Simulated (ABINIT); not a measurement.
# Sr2FeH6 (Fm-3m): G0W0 on several meshes in ABINIT

Aim: the GW shift of Sr2FeH6 (Fm-3m) against the k mesh.

Main program and level: ABINIT 10.8.3; LDA and many-body steps on it, plane waves.

**1. Set-up**

It takes space group Fm-3m (No. 225, cubic). The conventional cell has a = 7.415 Å, b = 7.415 Å, c = 7.415 Å, α = 90.00°, β = 90.00°, γ = 90.00°. Nearest to Sr lie 12 H at 2.63 Å. Nearest to Fe lie 6 H at 1.61 Å. H has 1 Fe at 1.61 Å and 4 H at 2.28 Å and 4 Sr at 2.63 Å nearest. Farther neighbours are not listed.

The cell and positions are those that the Materials Project relaxed with its own functionals (PBE, PBE+U or r2SCAN), kept fixed.

**2. Empty states on the mesh, 2×2×2 mesh, 204 bands**

This step: ABINIT 10.8.3; DFT, LDA, plane waves, norm-conserving pseudopotentials.

The sums over transitions need many empty states on a uniform mesh; this step solves for them.

File run.abi:

```
acell 3*1.0 Angstrom
rprim 
  -0.000000000000 3.707652250000 3.707652250000
  3.707652250000 -0.000000000000 3.707652250000
  3.707652250000 3.707652250000 -0.000000000000
ntypat 3
znucl 38 26 1
natom 9
typat 1 1 2 3 3 3 3 3 3
xred 
  0.750000000000 0.750000000000 0.750000000000
  0.250000000000 0.250000000000 0.250000000000
  0.000000000000 0.000000000000 0.000000000000
  0.782457990000 0.782457990000 0.217542010000
  0.217542010000 0.782457990000 0.217542010000
  0.782457990000 0.217542010000 0.217542010000
  0.217542010000 0.217542010000 0.782457990000
  0.782457990000 0.217542010000 0.782457990000
  0.217542010000 0.782457990000 0.782457990000
pp_dirpath "pseudos"
pseudos "Sr.upf, Fe.upf, H.upf"
ecut 39
ngkpt 2 2 2
nshiftk 1
shiftk 0 0 0
kptopt 1
chksymbreak 0
iscf -2
irdden 1
istwfk *1
nband 204
nbdbuf 18
tolwfr 1e-09
nstep 60
prtvol 0
indata_prefix "in"
outdata_prefix "out"
tmpdata_prefix "tmp"
```

Run with:

```sh
OMP_NUM_THREADS=1 mpirun -n 4 abinit run.abi > log
```

Numbers of over 12 decimals in the logs are rounded to 6 here.

The program printed:

```text
.Version 10.8.3 of ABINIT. v10.8.2 released Aug 2026.

 Symmetries : space group Fm -3 m (#225); Bravais cF (face-center cubic)
[... echo of the input left out ...]
== DATASET  1 ==================================================================
-   mpi_nproc: 4, omp_nthreads: 1 (-1 if OMP is not activated)
-    --> not optimal distribution: autoparal keyword recommended in input file <--

--- !DatasetInfo
iteration_state: {dtset: 1, }
dimensions: {natom: 9, nkpt: 3, mband: 204, nsppol: 1, nspinor: 1, nspden: 1, mpw: 8026, }
cutoff_energies: {ecut:  39.0, pawecutdg:  -1.0, }
[...]
2.79784    2.80073    2.80073    2.80073    2.86902    2.86902    2.86902    2.88861
   2.88861    2.88861    2.88957    2.96752    2.97947    2.97953    3.00281    3.00282
   3.00294    3.04471    3.04650    3.04942
 prteigrs : prtvol=0 or 1, do not print more k-points.

== END DATASET(S) ==============================================================
================================================================================

 -outvars: echo values of variables after computation  --------
            nband         204
             nkpt           3
          spgroup         225
 [... the other variables as echoed above ...]

 Calculation completed.
```

Elapsed: 77 s, on 4 MPI ranks of Arm Neoverse V1, shared host; peak memory 0.5 GiB.

Numbers from this step:

| Quantity | Value |
| --- | --- |
| gap | 1.014 eV |
| k of the valence top | 0, 0, 0 |
| k of the conduction bottom | 0.5, 0.5, 0 |
| least direct gap | 1.079 eV |
| k points computed | 3 |
| lowest point of the top converged band, above the valence top | 69.9588 eV |

On this mesh the gap is 1.014 eV.

The density comes from a self-consistent run that is not shown.

**3. Screening, 2×2×2 mesh, 88 bands, screening to 114.3 eV**

The RPA dielectric matrix is built and inverted for each q.

This step: RPA screening on LDA, plane waves, norm-conserving pseudopotentials.

run.abi, as its differences from that of step 2:

```diff
@@ -27,10 +27,11 @@
 chksymbreak 0
-iscf -2
-irdden 1
 istwfk *1
-nband 204
-nbdbuf 18
-tolwfr 1e-09
-nstep 60
-prtvol 0
+occopt 1
+irdwfk 1
+optdriver 3
+nband 88
+ecuteps 4.2
+inclvkb 2
+awtr 1
+symchi 1
 indata_prefix "in"
```

The program printed:

```text
.Version 10.8.3 of ABINIT. v10.8.2 released Aug 2026.

 Symmetries : space group Fm -3 m (#225); Bravais cF (face-center cubic)
[... echo of the input left out ...]
== DATASET  1 ==================================================================
-   mpi_nproc: 4, omp_nthreads: 1 (-1 if OMP is not activated)

--- !DatasetInfo
iteration_state: {dtset: 1, }
dimensions: {natom: 9, nkpt: 3, mband: 88, nsppol: 1, nspinor: 1, nspden: 1, mpw: 8026, }
cutoff_energies: {ecut:  39.0, pawecutdg:  -1.0, }
electrons: {nelect:   4.20000000E+01, charge:   0.00000000E+00, occopt:   1.00000000E+00, tsmear:   1.00000000E-02, }

 SCREENING: Calculation of the susceptibility and dielectric matrices

 Based on a program developped by R.W. Godby, V. Olevano, G. Onida, and L. Reining.
 Incorporated in ABINIT by V. Olevano, G.-M. Rignanese, and M. Torrent.
.Using double precision arithmetic ; gwpc =  8

[... cell and pseudopotentials left out ...]
--------------------------------------------------------------------------------

 ==== K-mesh for the wavefunctions ====
 Number of points in the irreducible wedge :     3
[... list of points left out ...]
 Together with 48 symmetry operations and time-reversal symmetry
 yields     8 points in the full Brillouin Zone.

 ==== Q-mesh for the screening function ====
 Number of points in the irreducible wedge :     3
[... list of points left out ...]
 Together with 48 symmetry operations and time-reversal symmetry
 yields     8 points in the full Brillouin Zone.

 setmesh: FFT mesh size selected  =    40x   40x   40
          total number of points  =        64000

 vcoul_init : cutoff-mode = AUXILIARY_FUNCTION
 q-points for optical limit:   1
     1)      0.000010    0.000020    0.000030

- screening: taking advantage of time-reversal symmetry
- Maximum band index for partially occupied states nbvw = 21
- Remaining bands to be divided among processors   nbcw = 67
- Number of bands treated by each node ~16

 Number of electrons calculated from density =   42.0000; Expected =   42.0000
 average of density, n =  0.061056
 r_s =    1.5754
 omega_plasma =   23.8352 [eV]

 calculating chi0 at frequencies [eV] :
  1    0.000000E+00    0.000000E+00
  2    0.000000E+00    2.383518E+01

--------------------------------------------------------------------------------
  q-point number  1        q = ( 0.000000, 0.000000, 0.000000) [r.l.u.]
--------------------------------------------------------------------------------
[... chi0 elements left out ...]
 For q-point:  0.000010 0.000020 0.000030
  dielectric constant =   4.6623
  dielectric constant without local fields =   5.5301

  Average fulfillment of the sum rule on Im[epsilon] for q-point    1 :     52.32  [%]
[... wings left out ...]
  q-point number  2        q = ( 0.500000, 0.000000, 0.000000) [r.l.u.]
--------------------------------------------------------------------------------
[... chi0 elements left out ...]
  Average fulfillment of the sum rule on Im[epsilon] for q-point    2 :     59.31  [%]

 [... 1 further q-points ...]
```

It took 13 s on 4 MPI ranks; peak memory 1.2 GiB; 51 s of CPU time.

This step gave:

```
ε∞ with local fields, on this mesh, along the program's q direction : 4.662
the same without local fields                                       : 5.530
plasma frequency                                                    : 23.84 eV
plane waves in the screening matrix                                 : 283
```

Local fields lower ε∞ by 16 %. On a Γ-centred mesh this coarse the value itself is usually too large, while a short band sum pulls it down.

**4. 2×2×2**

The self-energy is evaluated for the states that the input lists, and the levels follow from it, in one-shot runs by the linearised quasiparticle equation.

This step: G0W0 on LDA, plane waves, norm-conserving pseudopotentials.

run.abi, as its differences from that of step 3:

```diff
@@ -30,8 +30,17 @@
 irdwfk 1
-optdriver 3
+optdriver 4
 nband 88
+gwcalctyp 0
+ecutsigx 39
+symsigma 1
+nkptgw 2
+kptgw 
+  0.0000000000 0.0000000000 0.0000000000
+  0.5000000000 0.5000000000 0.0000000000
+bdgw 
+  19 23
+  20 23
 ecuteps 4.2
-inclvkb 2
-awtr 1
-symchi 1
+irdscr 1
+ppmodel 1
 indata_prefix "in"
```

The program printed:

```text
.Version 10.8.3 of ABINIT. v10.8.2 released Aug 2026.

 Symmetries : space group Fm -3 m (#225); Bravais cF (face-center cubic)
[... echo of the input left out ...]
== DATASET  1 ==================================================================
-   mpi_nproc: 4, omp_nthreads: 1 (-1 if OMP is not activated)

--- !DatasetInfo
iteration_state: {dtset: 1, }
dimensions: {natom: 9, nkpt: 3, mband: 88, nsppol: 1, nspinor: 1, nspden: 1, mpw: 8026, }
cutoff_energies: {ecut:  39.0, pawecutdg:  -1.0, }
electrons: {nelect:   4.20000000E+01, charge:   0.00000000E+00, occopt:   1.00000000E+00, tsmear:   1.00000000E-02, }

 SIGMA: Calculation of the GW corrections

 Based on a program developped by R.W. Godby, V. Olevano, G. Onida, and L. Reining.
 Incorporated in ABINIT by V. Olevano, G.-M. Rignanese, and M. Torrent.
.Using double precision arithmetic ; gwpc =  8

[... cell and pseudopotentials left out ...]
--------------------------------------------------------------------------------

 ==== K-mesh for the wavefunctions ====
 Number of points in the irreducible wedge :     3
[... list of points left out ...]
 Together with 48 symmetry operations and time-reversal symmetry
 yields     8 points in the full Brillouin Zone.

 ==== Q-mesh for screening function ====
 Number of points in the irreducible wedge :     3
[... list of points left out ...]
 Together with 48 symmetry operations and time-reversal symmetry
 yields     8 points in the full Brillouin Zone.

 vcoul_init : cutoff-mode = AUXILIARY_FUNCTION
 q-points for optical limit:   1
     1)      0.000010    0.000020    0.000030
 setmesh: FFT mesh size selected  =    60x   60x   60
          total number of points  =       216000

 Number of electrons calculated from density =   42.0000; Expected =   42.0000
 average of density, n =  0.061056
 r_s =    1.5754
 omega_plasma =   23.8352 [eV]

 === KS Band Gaps ===
  >>>> For spin  1
   Minimum direct gap =   1.0790 [eV], located at k-point      :   0.5000  0.5000  0.0000
   Fundamental gap    =   1.0135 [eV], Top of valence bands at :   0.0000  0.0000  0.0000
                                       Bottom of conduction at :   0.5000  0.5000  0.0000
 SIGMA fundamental parameters:
 PLASMON POLE MODEL  1
 number of plane-waves for SigmaX                 7943
 number of plane-waves for SigmaC and W            283
 number of plane-waves for wavefunctions          7943
 number of bands                                    88
 number of independent spin polarizations            1
 number of spinorial components                      1
 number of k-points in IBZ                           3
 number of q-points in IBZ                           3
 number of symmetry operations                      48
 number of k-points in BZ                            8
 number of q-points in BZ                            8
 number of frequencies for dSigma/dE                 9
 frequency step for dSigma/dE [eV]                0.25
 number of omega for Sigma on real axis              0
 max omega for Sigma on real axis  [eV]           0.00
 zcut for avoiding poles [eV]                     0.10

 EPSILON^-1 parameters (SCR file):
 dimension of the eps^-1 matrix on file            283
 dimension of the eps^-1 matrix used               283
 number of plane-waves for wavefunctions          7943
 number of bands                                    88
 number of q-points in IBZ                           3
 number of frequencies                               2
 number of real frequencies                          1
 number of imag frequencies                          1

 matrix elements of self-energy operator (all in [eV])

 Perturbative Calculation

--- !SelfEnergy_ee
iteration_state: {dtset: 1, }
kpoint     : [   0.000,    0.000,    0.000, ]
spin       : 1
KS_gap     :    2.293
QP_gap     :    3.500
Delta_QP_KS:    1.206
data: !SigmaeeData |
     Band     E0 <VxcDFT>   SigX SigC(E0)      Z dSigC/dE  Sig(E)    E-E0       E
       19   5.329 -24.608 -29.434   5.757   0.715  -0.399 -23.943   0.665   5.995
       20   5.329 -24.608 -29.434   5.757   0.715  -0.399 -23.943   0.665   5.995
       21   5.329 -24.608 -29.434   5.757   0.715  -0.399 -23.943   0.665   5.995
       22   7.623 -18.554 -12.064  -4.089   0.779  -0.283 -16.683   1.871   9.494
       23   7.623 -18.554 -12.064  -4.089   0.779  -0.283 -16.683   1.871   9.494

--- !SelfEnergy_ee
iteration_state: {dtset: 1, }
kpoint     : [   0.500,    0.500,    0.000, ]
spin       : 1
KS_gap     :    1.079
QP_gap     :    2.112
Delta_QP_KS:    1.033
data: !SigmaeeData |
     Band     E0 <VxcDFT>   SigX SigC(E0)      Z dSigC/dE  Sig(E)    E-E0       E
       20   5.264 -24.302 -29.049   5.692   0.715  -0.400 -23.626   0.676   5.940
       21   5.264 -24.302 -29.049   5.692   0.715  -0.400 -23.626   0.676   5.940
       22   6.343 -19.239 -13.444  -3.586   0.773  -0.293 -17.531   1.708   8.051
       23   7.931 -10.330  -4.881  -3.545   0.834  -0.199  -8.742   1.588   9.519

== END DATASET(S) ==============================================================
================================================================================

 -outvars: echo values of variables after computation  --------
           etotal      0.0000000000E+00
            nband          88
             nkpt           3
          spgroup         225
 [... the other variables as echoed above ...]

 Calculation completed.
```

The job ended after 7 s (4 MPI ranks; peak memory 1 GiB).

Numbers from this step:

```
G0W0 gap on the points computed              : 2.056 eV
starting gap on the mesh                     : 1.014 eV
k of the valence top                         : 0, 0, 0
k of the conduction bottom                   : 0.5, 0.5, 0
Z at the valence top                         : 0.715
Z at the conduction bottom                   : 0.773
least direct G0W0 gap on the computed points : 2.111 eV
```

The gap on the mesh goes from 1.01 eV to 2.06 eV, a correction of +1.04 eV.

**5. Empty states on the mesh, 4×4×4 mesh, 96 bands**

This step: DFT, LDA, plane waves, norm-conserving pseudopotentials.

run.abi, as its differences from that of step 4:

```diff
@@ -22,3 +22,3 @@
 ecut 39
-ngkpt 2 2 2
+ngkpt 4 4 4
 nshiftk 1
@@ -27,20 +27,10 @@
 chksymbreak 0
+iscf -2
+irdden 1
 istwfk *1
-occopt 1
-irdwfk 1
-optdriver 4
-nband 88
-gwcalctyp 0
-ecutsigx 39
-symsigma 1
-nkptgw 2
-kptgw 
-  0.0000000000 0.0000000000 0.0000000000
-  0.5000000000 0.5000000000 0.0000000000
-bdgw 
-  19 23
-  20 23
-ecuteps 4.2
-irdscr 1
-ppmodel 1
+nband 96
+nbdbuf 8
+tolwfr 1e-09
+nstep 60
+prtvol 0
 indata_prefix "in"
```

The program printed:

```text
.Version 10.8.3 of ABINIT. v10.8.2 released Aug 2026.

 Symmetries : space group Fm -3 m (#225); Bravais cF (face-center cubic)
[... echo of the input left out ...]
== DATASET  1 ==================================================================
-   mpi_nproc: 4, omp_nthreads: 1 (-1 if OMP is not activated)

--- !DatasetInfo
iteration_state: {dtset: 1, }
dimensions: {natom: 9, nkpt: 8, mband: 96, nsppol: 1, nspinor: 1, nspden: 1, mpw: 8026, }
cutoff_energies: {ecut:  39.0, pawecutdg:  -1.0, }
[...]
1.49211    1.49211    1.49211    1.55400    1.55400    1.55799    1.55799    1.55799
   1.56134    1.56134    1.56134    1.59469    1.59469    1.59469    1.62400    1.62497
 prteigrs : prtvol=0 or 1, do not print more k-points.

== END DATASET(S) ==============================================================
================================================================================

 -outvars: echo values of variables after computation  --------
            nband          96
             nkpt           8
          spgroup         225
 [... the other variables as echoed above ...]

 Calculation completed.
```

The job ended after 53 s (4 MPI ranks; peak memory 0.5 GiB; 3.5 min of CPU time).

This step gave:

```yaml
gap: 1.014 eV
k_of_the_valence_top: 0, 0, 0
k_of_the_conduction_bottom: 0.5, 0.5, 0
least_direct_gap: 1.079 eV
k_points_computed: 8
lowest_point_of_the_top_converged_band_above_the_valence_top: 35.40 eV
```

On this mesh the gap is 1.014 eV.

**6. Screening, 4×4×4 mesh, 88 bands, screening to 114.3 eV**

This step: RPA screening on LDA, plane waves, norm-conserving pseudopotentials.

run.abi, as its differences from that of step 5:

```diff
@@ -27,10 +27,11 @@
 chksymbreak 0
-iscf -2
-irdden 1
 istwfk *1
-nband 96
-nbdbuf 8
-tolwfr 1e-09
-nstep 60
-prtvol 0
+occopt 1
+irdwfk 1
+optdriver 3
+nband 88
+ecuteps 4.2
+inclvkb 2
+awtr 1
+symchi 1
 indata_prefix "in"
```

The program printed:

```text
.Version 10.8.3 of ABINIT. v10.8.2 released Aug 2026.

 Symmetries : space group Fm -3 m (#225); Bravais cF (face-center cubic)
[... echo of the input left out ...]
== DATASET  1 ==================================================================
-   mpi_nproc: 4, omp_nthreads: 1 (-1 if OMP is not activated)

--- !DatasetInfo
iteration_state: {dtset: 1, }
dimensions: {natom: 9, nkpt: 8, mband: 88, nsppol: 1, nspinor: 1, nspden: 1, mpw: 8026, }
cutoff_energies: {ecut:  39.0, pawecutdg:  -1.0, }
electrons: {nelect:   4.20000000E+01, charge:   0.00000000E+00, occopt:   1.00000000E+00, tsmear:   1.00000000E-02, }

 SCREENING: Calculation of the susceptibility and dielectric matrices

 Based on a program developped by R.W. Godby, V. Olevano, G. Onida, and L. Reining.
 Incorporated in ABINIT by V. Olevano, G.-M. Rignanese, and M. Torrent.
.Using double precision arithmetic ; gwpc =  8

[... cell and pseudopotentials left out ...]
--------------------------------------------------------------------------------

 ==== K-mesh for the wavefunctions ====
 Number of points in the irreducible wedge :     8
[... list of points left out ...]
 Together with 48 symmetry operations and time-reversal symmetry
 yields    64 points in the full Brillouin Zone.

 ==== Q-mesh for the screening function ====
 Number of points in the irreducible wedge :     8
[... list of points left out ...]
 Together with 48 symmetry operations and time-reversal symmetry
 yields    64 points in the full Brillouin Zone.

 setmesh: FFT mesh size selected  =    40x   40x   40
          total number of points  =        64000

 vcoul_init : cutoff-mode = AUXILIARY_FUNCTION
 q-points for optical limit:   1
     1)      0.000010    0.000020    0.000030

- screening: taking advantage of time-reversal symmetry
- Maximum band index for partially occupied states nbvw = 21
- Remaining bands to be divided among processors   nbcw = 67
- Number of bands treated by each node ~16

 Number of electrons calculated from density =   42.0000; Expected =   42.0000
 average of density, n =  0.061056
 r_s =    1.5754
 omega_plasma =   23.8352 [eV]

 calculating chi0 at frequencies [eV] :
  1    0.000000E+00    0.000000E+00
  2    0.000000E+00    2.383518E+01

--------------------------------------------------------------------------------
  q-point number  1        q = ( 0.000000, 0.000000, 0.000000) [r.l.u.]
--------------------------------------------------------------------------------
[... chi0 elements left out ...]
 For q-point:  0.000010 0.000020 0.000030
  dielectric constant =   4.4199
  dielectric constant without local fields =   5.2174

  Average fulfillment of the sum rule on Im[epsilon] for q-point    1 :     52.29  [%]
[... wings left out ...]
  q-point number  2        q = ( 0.250000, 0.000000, 0.000000) [r.l.u.]
--------------------------------------------------------------------------------
[... chi0 elements left out ...]
  Average fulfillment of the sum rule on Im[epsilon] for q-point    2 :     64.33  [%]

 [... 6 further q-points ...]
```

Elapsed: 90 s, on 4 MPI ranks; peak memory 2.1 GiB.

Numbers from this step:

- ε∞ with local fields, on this mesh, along the program's q direction: 4.420
- the same without local fields: 5.217
- plasma frequency: 23.84 eV
- plane waves in the screening matrix: 283

(Part 1 of 2 ends here.)

[Paths, hosts, dates, memory and timing lines, banners, echoed tables and standing remarks are left out of the program output.]

[Logs are printed without paths, hosts, clocks, repeated set-up lines and the standing remarks that a program may print on its own settings, such as how far it seeks lower states.]

[Runs of the session that timed out or met a known fault of the program may be left out.]

[Hosts, paths, dates, database ids (printed as entryN), source tags and the programs' standing remarks are cut or masked in the printed files.]

[G0W0 gaps are taken among the corrected bands and points alone; a level outside them can change the order at an edge.]

[Where Ansatz stands beside ABINIT at settings called matched, ABINIT's density can come from a denser mesh and the files from another edition; pairs whose starting gaps differed by over 0.03 eV were left out, so agreement reads better than it is.]
